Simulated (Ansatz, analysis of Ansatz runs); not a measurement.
# Hyperfine coupling of the NV- centre in 3C-SiC (HSE06 on PBE structures), part 2 of 2

Subject: NV- centre in 3C-SiC. Wanted: its hyperfine coupling, in one set-up (HSE06 on PBE structures, 64-site cell, PBE lattice, 420 eV, k: 2x2x2 shifted 0.5 0.5 0.5 then the zone centre alone). The model is a cell of 64 host atoms with 1 site emptied and N put on another atom's site. The isotropic coupling follows from the spin density at the nucleus, the nuclear g-factor and the total spin. Exact exchange opens the gap, stiffens bonds and lessens the self-interaction error, at many times the cost.

Ansatz 0.2.0; HSE06 on PBE structures, 64-site cell, PBE lattice, 420 eV, k: 2x2x2 shifted 0.5 0.5 0.5 then the zone centre alone.

So far: The structure; Relaxation, charge −1.

### Step 3. Contact spin densities

The relaxed structure is kept, and the final numbers are taken at the final level and k-points.

This step: plane-wave PAW DFT, HSE06; single point of a defect supercell on the structure relaxed with PBE.

Contents of point/input.yaml:

```yaml
crystal:
  lattice:
    - [8.7594568, 0.0, 0.0]
    - [0.0, 0.0, -8.7594568]
    - [0.0, 8.7594568, 0.0]
  atoms:
    - { symbol: Si, position: [-0.000106, -0.000220511, 0.00018292] }
    - { symbol: Si, position: [0.000312632, 0.250323231, 0.251322195] }
    - { symbol: Si, position: [0.250433508, 0.000176907, 0.251323935] }
    - { symbol: Si, position: [0.249851778, 0.249727918, 0.000510261] }
    - { symbol: C, position: [0.124938294, 0.124833513, 0.12577893] }
    - { symbol: C, position: [0.127446746, 0.374982037, 0.377659282] }
    - { symbol: C, position: [0.375092954, 0.127331375, 0.377648861] }
    - { symbol: C, position: [0.374834075, 0.374723387, 0.124723364] }
    - { symbol: Si, position: [0.000239252, 0.000103563, 0.500244896] }
    - { symbol: Si, position: [-0.000431616, 0.24973128, 0.750229054] }
    - { symbol: Si, position: [0.249850713, -0.000564814, 0.750228911] }
    - { symbol: Si, position: [0.251599791, 0.251499568, 0.505406309] }
    - { symbol: C, position: [0.124264091, 0.124147674, 0.625412703] }
    - { symbol: C, position: [0.12426488, 0.374551217, 0.875803586] }
    - { symbol: C, position: [0.374662108, 0.124155249, 0.875821899] }
    - { symbol: "N", position: [0.359170044, 0.35903023, 0.640915223] }
    - { symbol: Si, position: [0.000238351, 0.499727443, -0.000148864] }
    - { symbol: Si, position: [0.001179193, 0.749939717, 0.250031292] }
    - { symbol: Si, position: [0.252881929, 0.500257675, 0.251974622] }
    - { symbol: Si, position: [0.250439529, 0.748646761, -0.000221209] }
    - { symbol: C, position: [0.124965239, 0.624069058, 0.124453549] }
    - { symbol: C, position: [0.124967848, 0.87550972, 0.375886867] }
    - { symbol: C, position: [0.366967843, 0.635518515, 0.36445265] }
    - { symbol: C, position: [0.375539805, 0.875830179, 0.124118895] }
    - { symbol: Si, position: [5.0067e-05, 0.49997231, 0.499997588] }
    - { symbol: Si, position: [0.000302209, 0.748644492, 0.749644913] }
    - { symbol: Si, position: [0.251604261, 0.494573, 0.748475503] }
    - { symbol: Si, position: [0.25289444, 0.747985079, 0.499723997] }
    - { symbol: C, position: [0.127445753, 0.622320846, 0.624983649] }
    - { symbol: C, position: [0.124944598, 0.874189129, 0.875137649] }
    - { symbol: C, position: [0.375095638, 0.622308489, 0.87262172] }
    - { symbol: C, position: [0.374827748, 0.875255074, 0.62524517] }
    - { symbol: Si, position: [0.499844037, 0.000112032, -0.000140136] }
    - { symbol: Si, position: [0.500319849, 0.252741068, 0.251952819] }
    - { symbol: Si, position: [0.75007067, 0.00106001, 0.250018583] }
    - { symbol: Si, position: [0.748758379, 0.250328611, -0.000228014] }
    - { symbol: C, position: [0.624197786, 0.124842023, 0.124443185] }
    - { symbol: C, position: [0.635696131, 0.366771494, 0.364384563] }
    - { symbol: C, position: [0.875624334, 0.124852865, 0.375893652] }
    - { symbol: C, position: [0.875956908, 0.375424627, 0.124125625] }
    - { symbol: Si, position: [0.500090934, -5.7925e-05, 0.499994017] }
    - { symbol: Si, position: [0.494684606, 0.251493322, 0.748479295] }
    - { symbol: Si, position: [0.748771733, 0.000178429, 0.749645544] }
    - { symbol: Si, position: [0.748137916, 0.25273214, 0.49976146] }
    - { symbol: C, position: [0.622417739, 0.127339252, 0.624991341] }
    - { symbol: C, position: [0.622425727, 0.374979434, 0.872631139] }
    - { symbol: C, position: [0.874305838, 0.124827636, 0.875134344] }
    - { symbol: C, position: [0.875347677, 0.374729983, 0.625249758] }
    - { symbol: Si, position: [0.500083313, 0.499980805, 3.2728e-05] }
    - { symbol: Si, position: [0.500785942, 0.749027628, 0.250965487] }
    - { symbol: Si, position: [0.749155987, 0.500696231, 0.250921963] }
    - { symbol: Si, position: [0.750058547, 0.749953712, -0.001093861] }
    - { symbol: C, position: [0.625633567, 0.625523937, 0.123907023] }
    - { symbol: C, position: [0.625635647, 0.876064065, 0.374449211] }
    - { symbol: C, position: [0.876174173, 0.625527779, 0.374447286] }
    - { symbol: C, position: [0.875138936, 0.875028283, 0.124939599] }
    - { symbol: Si, position: [0.500357128, 0.748007553, 0.747207949] }
    - { symbol: Si, position: [0.748102112, 0.500235162, 0.747216651] }
    - { symbol: Si, position: [0.749120386, 0.749013959, 0.49928943] }
    - { symbol: C, position: [0.635639981, 0.635536523, 0.633131339] }
    - { symbol: C, position: [0.62418137, 0.875503833, 0.875103229] }
    - { symbol: C, position: [0.875620835, 0.624072138, 0.875114487] }
    - { symbol: C, position: [0.875949323, 0.875839936, 0.624540802] }
total_charge: -1
basis:
  ecutwfc: 420
  xc_grid: 2
hamiltonian:
  xc: hse06
kpoints:
  mp_grid: { grid: [1, 1, 1] }
magnetization:
  spin_polarized: true
  initial_magnetization: 2
  spin_locking: { lock_magnetization: hard }
scf:
  occupations: { method: fermi_dirac, width: 0.01 }
  max_iter: 120
output:
  forces: true
  efg: {}
  eigenvalues: true
checkpoint:
  read: "../relax.run"
```

Started as:

```
> ansatz run input.yaml --threads 2 --pin off --max-ram 3768MiB --backend cpu --events-out ev --progress --plain --runs-dir out
```

Numbers of over 12 decimals in the logs are rounded to 6 here.

The program printed:

```text
[...]
Warning: at least one further symmetry operation maps every atom of the structure, as the run holds it, onto an atom to within 3.05e-5 (fractional), and is not used: no operation is sought that the atoms, as the run holds them, miss by more than 2.00e-5, [...]
Warning: checkpoint.read: hamiltonian.xc differs: saved pbe, current hse06; the SCF iterates under this deck's functional from the saved state
exact exchange: scf.exx.singularity resolves to wigner_seitz, which cuts the screened interaction at the faces of the exchange supercell's Wigner-Seitz cell, so that each pair interacts once, at the shortest of its separations (the periodic images that this [...]
[...]
Crystal: 63 atoms, lattice volume = 672.096 Å³
Basis set: ecut = 420 eV, 13205 PW (Γ), exchange–correlation on 120×120×120 points (8 copies of the dense FFT grid, shifted against one another)
[...]
atom  23  C  V_zz =    +2.159065   η = 0.0815   by run symmetry: allowed
[...]
atom  27  Si V_zz =    +1.758787   η = 0.3856   by run symmetry: allowed
[...]
atom  29  C  V_zz =    +0.335631   η = 0.1851   by run symmetry: allowed
[...]
atom  31  C  V_zz =    +0.335531   η = 0.1853   by run symmetry: allowed
[...]
atom  38  C  V_zz =    +2.169947   η = 0.0807   by run symmetry: allowed
[...]
atom  42  Si V_zz =    +1.754041   η = 0.3867   by run symmetry: allowed
[...]
atom  60  C  V_zz =    +2.162333   η = 0.0815   by run symmetry: allowed
[...]
--- Band table (eV) ---
[...]
[key lines of the parts left out:]
Magnetization: 2.0000 μB (128.0000 up, 126.0000 down)
Free energy (F): -27887.862884 eV
Fermi energy:    9.919382 (↑ 9.768530, ↓ 9.924940) eV
```

It took 2.4 min on 2 threads of AMD EPYC 9R14 (Zen 4), shared host; peak memory 1.8 GiB; 4.7 min of CPU time.

Read from the output:

* free energy: -27887.8629 eV
* total moment: 2 μB
* integral of the absolute spin density: 2.296 μB
* spin contamination: 0.02490

The largest moments in the atoms' spheres: C38 0.32, C60 0.32, C23 0.32, C39 0.03, C37 0.03, C62 0.03 μB.

Contact couplings A = (2/3) μ0 ge μB gN μN ρs / (2S h), for each element's most abundant magnetic isotope:

```csv
atom,isotope,distance from the centre (Å),contact spin density (e/Å³),A (MHz)
C23,13C,2.04,0.762,63.5
C60,13C,2.04,0.762,63.4
C38,13C,2.05,0.760,63.3
Si34,29Si,3.07,-0.210,13.8
Si44,29Si,3.07,-0.210,13.8
Si58,29Si,3.07,-0.209,13.8
Si57,29Si,3.07,-0.209,13.8
Si28,29Si,3.07,-0.209,13.8
Si19,29Si,3.07,-0.209,13.8
Si51,29Si,3.09,-0.200,13.2
```

### Step 4. Outcome

* 14N, isotropic part (sign not measured): -1.5 MHz
* integral of the absolute spin density: 2.30 μB
* time of the whole chain: 5.5 min on 2 threads

14N, isotropic part (sign not measured): computed -1.5 MHz, measured -1.26 MHz (size measured, sign taken from theory); 0.3 MHz (21 %) larger in size than the measurement. Only the isotropic (Fermi contact) part is computed, with core polarisation; no vibrational averaging. Limits: the zone centre alone is a coarse sampling for this cell; the structure comes from another functional than the final numbers; the periodic copies of the defect are only 8.8 Å apart.

[Logs are printed without paths, hosts, clocks, repeated set-up lines and the standing remarks that a program may print on its own settings, such as how far it seeks lower states.]

[Hosts, paths, dates, database ids (printed as entryN), source tags and the programs' standing remarks are cut or masked in the printed files.]

[For some hosts the program warned that the k-mesh of the response run may be too coarse for force constants and the static dielectric constant; such warnings are not shown here.]
